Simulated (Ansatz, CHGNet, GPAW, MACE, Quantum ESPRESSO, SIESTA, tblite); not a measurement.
# Which run comes nearest? Amorphous Hg20Zn15S35 (70 atoms)

Density of this cell: 6.14 g/cm³. The cell holds 70 atoms: 20 Hg, 15 Zn and 35 S. Cell: a = 11.824 Å, b = 11.824 Å, c = 11.824 Å, α = 90.0°, β = 90.0°, γ = 90.0°. 70 atoms (20 Hg, 15 Zn, 35 S) placed at random at 6.14 g/cm³, melted at 2500 K for 10 ps at fixed volume with the Stillinger-Weber II-VI potential (Zhou et al., Phys. Rev. B 88, 085309 (2013)). Quenched from 2500 K to 700 K at 500 K/ps and fixed volume, held 5 ps, then minimised at fixed cell. Then every atom was moved at random, 0.03 Å r.m.s. a Cartesian component.

Geometry: as built.

The reference, a calculation:

- method: Kohn-Sham DFT, PBE, PAW, plane waves (Ansatz 0.2.0); cutoff 420 eV, Γ point, fermi-dirac smearing of 0.05 eV; PAW set soft_2
- r.m.s. force component: 0.4099 eV/Å
- longest force: 1.42 eV/Å
- pressure: -2.001 GPa
- SCF cycles: 13
- time: 37 s on 4 threads of Arm Neoverse V1, shared host
- CPU time: 2.2 min

Runs, in no order:
A. SIESTA PBE, DZP, shift 0.01 Ry, mesh 500 Ry: Kohn-Sham DFT, PBE, PseudoDojo 0.4.1 norm-conserving pseudopotentials (converted to PSML), numerical atomic orbitals (DZP), diagonalisation
B. GPAW PBE, LCAO dzp, h 0.2 Å: Kohn-Sham DFT, PBE, PAW, atomic orbitals (dzp)
C. tblite GFN1-xTB: GFN1-xTB tight binding, diagonalisation
D. QE PBE, sssp-1.3.0-efficiency, 45/360 Ry: Kohn-Sham DFT, PBE, SSSP efficiency 1.3.0 pseudopotentials, plane waves
E. SIESTA PBE, DZP, shift 0.01 Ry, mesh 100 Ry: Kohn-Sham DFT, PBE, PseudoDojo 0.4.1 norm-conserving pseudopotentials (converted to PSML), numerical atomic orbitals (DZP), diagonalisation

**Question.** Rank the runs by how far their forces lie from the reference's, least first.

D, B, A, E, C.

```csv
run,"Δ force, r.m.s. (meV/Å)",share of r.m.s. force (%),CPU time
"D. QE PBE, sssp-1.3.0-efficiency, 45/360 Ry",6.83,1.66,35 min
"B. GPAW PBE, LCAO dzp, h 0.2 Å",56.6,13.8,6.4 min
"A. SIESTA PBE, DZP, shift 0.01 Ry, mesh 500 Ry",140,34.1,5.4 min
"E. SIESTA PBE, DZP, shift 0.01 Ry, mesh 100 Ry",205,49.9,71 s
C. tblite GFN1-xTB,315,77.0,4.2 s
```

Periodic xTB results under one method name differ between programs and library versions. The network of bonds at the start is that of the classical potential that made the cell, and needn't be the one that DFT or experiment would give. The electronic-structure runs sample only Γ, in a cell whose shortest periodic width is 12 Å, which is coarse for a cell with partly filled levels.

[Logs are printed without paths, hosts, clocks, repeated set-up lines and the standing remarks that a program may print on its own settings, such as how far it seeks lower states.]

[Hosts, paths, dates, database ids (printed as entryN), source tags and the programs' standing remarks are cut or masked in the printed files.]
